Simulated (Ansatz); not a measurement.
# Electron–phonon scattering in LuGe2 (Cmcm), part 2 of 4

Question: is the lattice of LuGe2 (Cmcm) stable, and if so, what are its coupling constant and resistivity?

Ansatz 0.2.0; DFT PBEsol, scalar-relativistic, plane waves, PAW; PAW set soft_1.

So far. Step 2 (Relaxing cell and atoms): The largest force is now 8.9e-4 eV/Å and the largest stress component 0.017 GPa. Step 3 (Tight relaxation): The largest force is now 8.8e-4 eV/Å and the largest stress component 0.0085 GPa, small enough for phonons. The relaxed cell has a, b, c = 3.961, 15.152, 3.843 Å (conventional setting).

### Step 4. Electron–phonon run: q 2×2×2, k 4×4×4, scattering 8×8×8

A first run on coarse meshes.

input.yaml

```yaml
crystal:
  lattice:
    - [1.9804602001, -7.5761411226, 0.0]
    - [1.9804602001, 7.5761411226, 0.0]
    - [0.0, 0.0, 3.8430354325]
  atoms:
    - { symbol: Lu, position: [0.8979799997, 0.1020200003, 0.25] }
    - { symbol: Lu, position: [0.1020200003, 0.8979799997, 0.75] }
    - { symbol: Ge, position: [0.2520515768, 0.7479484232, 0.25] }
    - { symbol: Ge, position: [0.7479484232, 0.2520515768, 0.75] }
    - { symbol: Ge, position: [0.556553522, 0.443446478, 0.25] }
    - { symbol: Ge, position: [0.443446478, 0.556553522, 0.75] }
kpoints:
  mp_grid: { grid: [4, 4, 4] }
hamiltonian:
  xc: pbesol
  pseudopotentials: { kind: paw, azcp: { folder: soft_1 }, xc_functional: pbe }
scf:
  occupations: { method: methfessel_paxton, width: 0.2 }
output:
  eigenvalues: true
phonons:
  method: dfpt
  qmesh: [2, 2, 2]
  temperatures: { t_max: 1000, t_step: 50 }
  qpath:
    path:
      - [[0.0, 0.0, 0.0], [-0.5, 0.5, 0.0], [-0.26708347, 0.73291653, 0.0]]
      - [[0.26708347, 0.26708347, 0.0], [0.0, 0.0, 0.0], [0.0, 0.0, 0.5], [0.26708347, 0.26708347, 0.5]]
      - [[-0.26708347, 0.73291653, 0.5], [-0.5, 0.5, 0.5], [-0.5, 0.5, 0.0]]
      - [[0.0, 0.0, 0.0], [0.0, 0.5, 0.0], [0.0, 0.5, 0.5], [0.0, 0.0, 0.5], [-0.5, 0.5, 0.5]]
    npoints: 10
  electrical_resistivity:
    mesh: [8, 8, 8]
    temperatures: [20.0, 50.0, 80.0, 100.0, 150.0, 200.0, 273.0, 300.0, 400.0, 500.0, 600.0, 800.0]
  superconductivity: { mesh: [8, 8, 8], eliashberg_equations: false }
  electron_occupations: "off"
```

Run with:

```bash
ansatz run input.yaml --threads 8 --pin off --max-ram 20480MiB --backend cpu --events-out ev --progress --plain --runs-dir out
```

Numbers of over 12 decimals in the logs are rounded to 6 here.

What it wrote:

```text
Warning: phonons: the dynamical matrix that this run interpolates holds no multipole term above the dipole-dipole one, and a site of this crystal is no centre of inversion, so its interpolated transverse optical and acoustic branches and sound speeds can stay off near Gamma, and the density of states and the thermodynamics with them. What a run solves at a wave vector of phonons.qpoints, Gamma apart, where the deck admits one, is free of this, and under fd what a larger phonons.supercell samples
[...]
Crystal: 6 atoms, lattice volume = 115.324 Å³
Basis set: ecut = 420 eV, 2279 PW (Γ), exchange–correlation on 108×108×60 points (8 copies of the dense FFT grid, shifted against one another)
Bands: 64, of which v1, the nominal top of the filled ones, is band 53 counted from 1 (52 counted from 0)
Symmetry: 8 space group operations
k-points: 21 of 64
[...]
SCF iter   1: F=—  HF=-46245.867915 eV  |F-HF|=—  |Δ(HF+E_count)|=         —  Δρ=6.74e-2  dr2=1.72e1  ethr=3.10e-3  ⟨swp⟩=6.1  Hψ=5166  notcnv=0
[...]
SCF iter  18: F=-46242.003821 eV  HF=-46242.003821 eV  |F-HF|=1.46e-11  |Δ(HF+E_count)|=    0.00e0  S|Δr|=    0.00e0  Δρ=5.09e-8  dr2=2.06e-12  ethr=1.00e-12  ⟨swp⟩=17.3  Hψ=11554  notcnv=0
SCF 1 converged in 18 iterations: F = -46242.003821 eV  dr2 = 2.06e-12
[...]
SCF iter   1: F=—  HF=-46242.003629 eV  |F-HF|=—  |Δ(HF+E_count)|=         —  Δρ=8.30e-7  dr2=3.71e-10  ethr=2.04e-8  ⟨swp⟩=5.8  Hψ=11895  notcnv=0
eigensolver tolerance schedule: the retry pair's looser diagonalisation over-reported the residual by 58174.55 of it (diagonalisation noise at 0.62 of the residual, at the tolerance the schedule requests for it); recorded, not acted on — ethr = c·dr2/N_el stays at c = 1.0e-1
[...]
SCF iter   2: F=—  HF=-46242.003821 eV  |F-HF|=—  |Δ(HF+E_count)|=   1.92e-4  S|Δr|=    0.00e0  Δρ=6.11e-7  dr2=2.41e-10  ethr=1.00e-12  ⟨swp⟩=5.0  Hψ=5048  notcnv=0
[...]
SCF iter   7: F=-46242.003821 eV  HF=-46242.003821 eV  |F-HF|=2.91e-11  |Δ(HF+E_count)|=    0.00e0  S|Δr|=    0.00e0  Δρ=9.04e-8  dr2=4.32e-12  ethr=1.00e-12  ⟨swp⟩=4.0  Hψ=3673  notcnv=0
SCF 2 converged in 7 iterations: F = -46242.003821 eV  dr2 = 4.32e-12
phonons: the bands overlap, so this run is a metal and interpolates without the dipole-dipole term. If the crystal is really an insulator or semiconductor, its LO-TO splitting is missing
NSCF: frozen V_eff on 21 k-points
[...]
DFPT response loops at q = (0, 0, 0) (fractional): preconditioner auto → Kerker (q_TF=auto, 2.690 Å⁻¹) (partly filled bands, converged f_vac=0.000); β = 1.00, the filter's whole step (`scf.mixing.beta` (0.50) is not read by the response loops under this deck's `scf.mixing.preconditioner`; to damp them name `kerker` or `kerker_dos`, under which they read `scf.mixing.beta`, and type it under 1.00, their step now; both keys bind the ground state too); Broyden in place of MSR1
[...]
SCF iter   1: F=—  HF=-46245.867915 eV  |F-HF|=—  |Δ(HF+E_count)|=         —  Δρ=6.74e-2  dr2=1.72e1  ethr=3.10e-3  ⟨swp⟩=6.1  Hψ=5166  notcnv=0
[...]
SCF iter  18: F=-46242.003821 eV  HF=-46242.003821 eV  |F-HF|=1.46e-11  |Δ(HF+E_count)|=    0.00e0  S|Δr|=    0.00e0  Δρ=5.10e-8  dr2=2.07e-12  ethr=1.00e-12  ⟨swp⟩=4.0  Hψ=5643  notcnv=0
SCF 3 converged in 18 iterations: F = -46242.003821 eV  dr2 = 2.07e-12
[...]
SCF converged after 18 iterations
Stability not checked: this state was not tested for a lower state beside it, because cold or Methfessel-Paxton smearing, or corrected tetrahedra, fill the levels in a way that the test cannot read (fill_not_monotonic; see scf.lower_state_search)
Free energy (F): -46242.003821 eV
[...]
Internal energy: -46241.994702 eV  (E = F + TS)
E sigma→0 (E₀):  -46242.001541 eV
Entropy (-TS):   -0.009118 eV (-1.520 meV/atom)
Fermi energy:    13.769558 eV
Step filling:    the computed levels leave a gap of 0.0169 eV = 0.1 smearing widths at the electron count; against every level under it full and every level over it empty, smearing changes F+E_penalty+E_count by -8.503 meV and its σ→0 estimate by -6.224 meV
[...]
--- Band table (eV; the first three rows and the last of 21) ---
  k-point 0: bands = [... 49 lower, 12.3468, 12.5066, 12.5324, 13.0497, 14.5566, 16.8982, 16.9301, 16.9461, ... 7 higher]
  k-point 1: bands = [... 49 lower, 12.4726, 12.9266, 13.1925, 13.7084, 14.6083, 15.3512, 15.9748, 16.4973, ... 7 higher]
  k-point 2: bands = [... 49 lower, 12.5374, 13.5832, 13.5832, 14.8235, 14.8235, 15.1727, 15.1727, 15.9058, ... 7 higher]
  k-point 20: bands = [... 49 lower, 11.9194, 12.7519, 12.7519, 14.1714, 14.1714, 14.6736, 14.6736, 17.1523, ... 7 higher]
--- Phonons (Γ-DFPT): 9 representative perturbations + reference (Σ response iterations 44) ---
  ASR residual: 4.245e-5 → 0.000e0 eV/Å²; symmetrization residual: 4.482e-7 eV/Å²
  ASR residual per site (eV/Å²): 4.24e-5 4.24e-5 4.98e-6 4.98e-6 1.54e-6 1.54e-6
  Γ frequencies (cm⁻¹): 0.00 0.00 0.00 69.31 82.50 85.96 88.24 95.06 97.50 121.54 124.27 147.59 158.34 179.38 180.45 186.98 199.84 237.72
--- Phonons (arbitrary-q DFPT): 6 irreducible q on the 2×2×2 mesh ---
  q = [0.0000, 0.0000, 0.0000] (star 1, of the zone-centre solve; hermiticity 8.88e-8, symmetrization 4.63e-13): -0.00 0.00 0.00 69.31 82.50 85.96 88.24 95.06 97.50 121.54 124.27 147.59 158.34 179.38 180.45 186.98 199.84 237.72
  q = [0.0000, 0.0000, -0.5000] (star 1, 9 solved perturbations on 21 of 64 k-point pairs; hermiticity 1.08e-7, symmetrization 8.49e-13): 82.34 82.34 86.82 86.82 106.37 106.37 125.94 125.94 137.88 137.88 138.99 138.99 148.75 148.75 169.21 169.21 214.54 214.54
[...]
sum rule: each row above includes the acoustic sum rule's correction from the zone centre's row sums; it moved no ω² by more than (0.26 cm⁻¹)²
  mesh force constants: q→R imaginary residual 8.31e-18; ASR residual 4.245e-5 → 0.000e0 eV/Å²; symmetrization residual 5.551e-17 eV/Å²
  interpolated dispersion: 114 rows × 18 modes
  density of states and harmonic sums: on the 16×16×16 q-mesh, interpolated from the force constants of a 2×2×2 supercell (no non-analytic term)
  largest difference from the sums on the solved wave vectors: F 8.48e-2 eV, S 1.17e-4 and C_V 3.23e-5 eV/K
  zero-point energy: 0.143527 eV/cell   skipped modes (ω ≤ 0): 3   left out of the sums: 4.07e-5 of the cell's modes: C_V's classical limit lies that fraction below 3 k_B per atom; for a crystal, a wire or a layer, F and S can be off by more, and a phonons.interpolated_qmesh denser along its periods is the remedy for the sampling
--- Electrical resistivity: potentials and phonons of a 2×2×2 supercell ---
  scattering by harmonic phonons alone, with no dipole-dipole term; scattering by other electrons, impurities, surfaces and spin disorder is left out, and so is spin–orbit coupling
  the resistivity is that of a variational response, whose dependence on the energy is improved iteratively
  at the Fermi level of each mesh (of a tensor a third of its trace):
           mesh   spin    states/(eV spin)  plasma energy (eV)         λ      λ_tr    ħω_log (meV)
          8×8×8                     1.0877              5.6091    0.5695    0.5979          13.059
          4×4×4                    12.3895              5.1703   10.1560    6.2625          15.432
  resistivity on the deck's mesh, µΩ·cm:
     T (K)       trace/3  mesh converged            xx            yy            zz    lowest order   relaxation time
     20.00     7.1304e-2              no     6.2493e-2     1.0454e-1     4.6879e-2       1.3173e-1         7.3608e-2
     50.00      1.6868e0              no      1.5360e0      2.3310e0      1.1935e0        2.0802e0          1.6461e0
     80.00      4.5370e0              no      4.2041e0      6.1356e0      3.2713e0        4.9523e0          4.4173e0
    100.00      6.4975e0              no      6.0483e0      8.7376e0      4.7066e0        6.8740e0          6.3294e0
    150.00      1.1114e1              no      1.0390e1      1.4877e1      8.0755e0        1.1476e1          1.0837e1
    200.00      1.5462e1              no      1.4478e1      2.0667e1      1.1241e1        1.5877e1          1.5082e1
    273.00      2.1589e1              no      2.0249e1      2.8820e1      1.5699e1        2.2135e1          2.1061e1
    300.00      2.3830e1              no      2.2365e1      3.1792e1      1.7332e1        2.4425e1          2.3246e1
    400.00      3.2055e1              no      3.0161e1      4.2664e1      2.3341e1        3.2859e1          3.1268e1
    500.00      4.0235e1              no      3.7955e1      5.3406e1      2.9345e1        4.1270e1          3.9245e1
    600.00      4.8405e1              no      4.5781e1      6.4063e1      3.5370e1        4.9689e1          4.7209e1
    800.00      6.4743e1              no      6.1494e1      8.5238e1      4.7496e1        6.6624e1          6.3136e1
  mean free path at 20 K (of a tensor a third of its trace): 2662 nm by what each carries, 2006 by the Fermi surface alone
[...]
the resistivity times a path that all electrons share, by the Fermi surface of the deck's mesh alone (a third of the trace): 1.393e-15 Ω·m²
  not converged in the mesh (λ; λ_tr; the resistivity at 20 K by 62.36 %; the resistivity at 50 K by 82.23 %; the resistivity at 80 K by 90.03 %; the resistivity at 100 K by 91.58 %; the resistivity at 150 K by 87.41 %; the resistivity at 200 K by 84.67 %; the resistivity at 273 K by 80.48 %; the resistivity at 300 K by 78.86 %; the resistivity at 400 K by 75.07 %; the resistivity at 500 K by 72.36 %; the resistivity [...]
  vibrations of 8 cells: unjudged by the run; compare a larger repeat
  the changes of the potential over all sites missed a rigid shift's by 0.00 % (the site terms' by 0.03 %)
  between the force constants' wavevectors the phonons are obtained by Fourier interpolation alone: phonons.electron_occupations is off
--- Superconductivity: potentials and phonons of a 2×2×2 supercell ---
  pairing by harmonic phonons, in the closed forms alone; spin fluctuations are left out, and so is spin–orbit coupling
           mesh         λ    ħω_log (meV)  μ* declared at (meV)
          8×8×8    0.5695          13.059               14.733
          4×4×4   10.1560          15.432               16.122
  λ by the species' shares of the modes' patterns: Lu 0.1907, Ge 0.3788
  transition temperature on the deck's mesh (K), isotropic and anisotropic, restricted to the Fermi surface (FSR) and over the full bandwidth (FBW), and the last with the density of states resolved in a narrower window:
        μ*   McMillan   Allen–Dynes      iso. FSR      iso. FBW    aniso. FSR    aniso. FBW  narrow window
      0.08      3.668         3.773             -             -             -             -              -
      0.10      2.942         3.019             -             -             -             -              -
      0.12      2.291         2.346             -             -             -             -              -
      0.13      1.996         2.042             -             -             -             -              -
      0.14      1.722         1.760             -             -             -             -              -
      0.16      1.239         1.264             -             -             -             -              -
      0.20      0.536         0.546             -             -             -             -              -
  not judged without the Eliashberg equations: between neighbouring meshes, the two finest first, λ moves by 1683.38 %
  vibrations of 8 cells: unjudged by the run; compare a larger repeat
[...]
```

Elapsed: 6.8 min, on 8 threads of Arm Neoverse V2, shared host; peak memory 1.8 GiB; 51 min of CPU time.

Reading the cycles: dr2 is the Hartree energy of the density residual (eV), the measure of convergence; HF is the Harris–Foulkes estimate of the energy, which meets the free energy F at convergence.

This step gave:

- zero point energy: 0.1435 eV/cell
- share of imaginary modes in the plain interpolation between solved wavevectors: 0
- highest frequency, solved or plainly interpolated: 237.7 cm⁻¹
- Debye temperature (second moment): 255 K
- resistivity at 300 K: 23.83 μΩ cm, mean of the axes
- coupling constant λ: 0.5695
- density of states at the Fermi level: 1.088 states/eV a spin and cell
- log mean phonon energy ħω_log: 13.06 meV
- transport coupling constant λ_tr: 0.6197, 0.5574, 0.6166 (xx, yy, zz)
- Drude plasma energy: 5.679, 4.56, 6.43 eV (xx, yy, zz)
- resistivity times mean free path: 12.49, 18.98, 10.33 × 10⁻¹⁶ Ω m² (xx, yy, zz)
- second-moment phonon energy ħω₂: 14.73 meV

The Eliashberg function α²F has structure finer than the step of the table below, so its rows give means over 1 meV, whole bins alone (the curve runs from 0.115 to 29.4 meV). Peaks (meV: height): α²F 9.1: 0.221, 11.6: 0.34, 15.5: 0.444, 16.5: 0.465, 17.4: 0.498, 22.2: 0.243, 28.7: 0.125; α²F tr 9.1: 0.251, 11.6: 0.354, 16.5: 0.503, 17.4: 0.584, 22.2: 0.191, 28.7: 0.121.

Table of Eliashberg function α²F by phonon energy; means over each step:

| phonon energy (meV) | α²F | α²F tr |
| --- | --- | --- |
| 1 | 1.2e-5 | 0 |
| 2 | 3.0e-4 | 1.6e-4 |
| 3 | 0.00163 | 9.6e-4 |
| 4 | 0.00513 | 0.00347 |
| 5 | 0.0135 | 0.0113 |
| 6 | 0.0647 | 0.0695 |
| 7 | 0.0625 | 0.0628 |
| 8 | 0.0682 | 0.0724 |
| 9 | 0.150 | 0.166 |
| 10 | 0.209 | 0.220 |
| 11 | 0.296 | 0.323 |
| 12 | 0.280 | 0.287 |
| 13 | 0.252 | 0.259 |
| 14 | 0.219 | 0.221 |
| 15 | 0.248 | 0.251 |
| 16 | 0.420 | 0.461 |
| 17 | 0.421 | 0.483 |
| 18 | 0.448 | 0.500 |
| 19 | 0.226 | 0.232 |
| 20 | 0.0605 | 0.0558 |
| 21 | 0.0305 | 0.0281 |
| 22 | 0.122 | 0.0993 |
| 23 | 0.112 | 0.0947 |
| 24 | 0.0711 | 0.0680 |
| 25 | 0.0333 | 0.0335 |
| 26 | 0.0273 | 0.0275 |
| 27 | 0.0296 | 0.0307 |
| 28 | 0.0541 | 0.0571 |

By its own test the run is not converged in the mesh. λ = 0.570 and 23.8 μΩ cm at 300 K. The run's own test puts 79 % between its two finest meshes on the component of the resistivity at 300 K that moves most, so it is not converged. By the run's own test λ moves by 1683 % between its two finest scattering meshes.

(Part 2 of 4 ends here.)

[Logs are printed without paths, hosts, clocks, repeated set-up lines and the standing remarks that a program may print on its own settings, such as how far it seeks lower states.]

[Hosts, paths, dates, database ids (printed as entryN), source tags and the programs' standing remarks are cut or masked in the printed files.]
